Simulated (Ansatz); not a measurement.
# TiSi2: which shell does photoemission see at 21.2 and 1486.7 eV? (PBE)

The valence band of TiSi2 mixes several shells. Work out by hand which one leads the spectrum's area at each photon energy.

Filled states come from the projected DOS of Ansatz 0.2.0 (PBE, plane waves); cross sections σ and asymmetry parameters β are those of free atoms in a Dirac–Hartree–Slater calculation. A shell's area is states × σ × angular factor, which is 1 − β·P₂(cos θ)/2 for unpolarised light, with θ = 60° from the beam and P₂ = -0.125.

**At 21.2 eV** (states counted from 11.2 eV below the zero; other shells add 0.11 to the products' sum of 19):

| shell | filled states a cell | cross section (Mb an electron) | β | angular factor | product | share by hand (%) | share in the simulated spectrum (%) |
| --- | --- | --- | --- | --- | --- | --- | --- |
| Ti 3d | 6.46 | 2.54 | 0.16 | 1.01 | 16.6 | 87 | 87 |
| Si 3s | 4.75 | 0.129 | 2.00 | 1.12 | 0.688 | 4 | 4 |
| Si 3p | 10.61 | 0.148 | 0.75 | 1.05 | 1.64 | 9 | 9 |

**At 1486.7 eV** (states counted from 14.1 eV below the zero; other shells add 0.00031 to the products' sum of 0.005):

| shell | filled states a cell | cross section (Mb an electron) | β | angular factor | product | share by hand (%) | share in the simulated spectrum (%) |
| --- | --- | --- | --- | --- | --- | --- | --- |
| Ti 3d | 6.46 | 9.17e-05 | 0.73 | 1.05 | 0.000619 | 12 | 12 |
| Si 3s | 5.10 | 0.000534 | 2.00 | 1.12 | 0.00306 | 61 | 61 |
| Si 3p | 10.71 | 8.81e-05 | 1.00 | 1.06 | 0.001 | 20 | 20 |

Ti 3d leads at 21.2 eV and Si 3s at 1486.7 eV. Between the two energies σ of Ti 3d changes by a factor 3.6e-5 and that of Si 3s by 0.0041, so their ratio moves 115-fold in favour of the second. The simulated spectrum uses the same rule on the energy-resolved DOS, so the two share columns agree within a few points.

Only crystals where the two columns agree within 4 points and the lead is clear are worked in this form. Free-atom cross sections ignore the solid's final states, no escape depth or background enters, and the count of states a shell hangs on the projection.
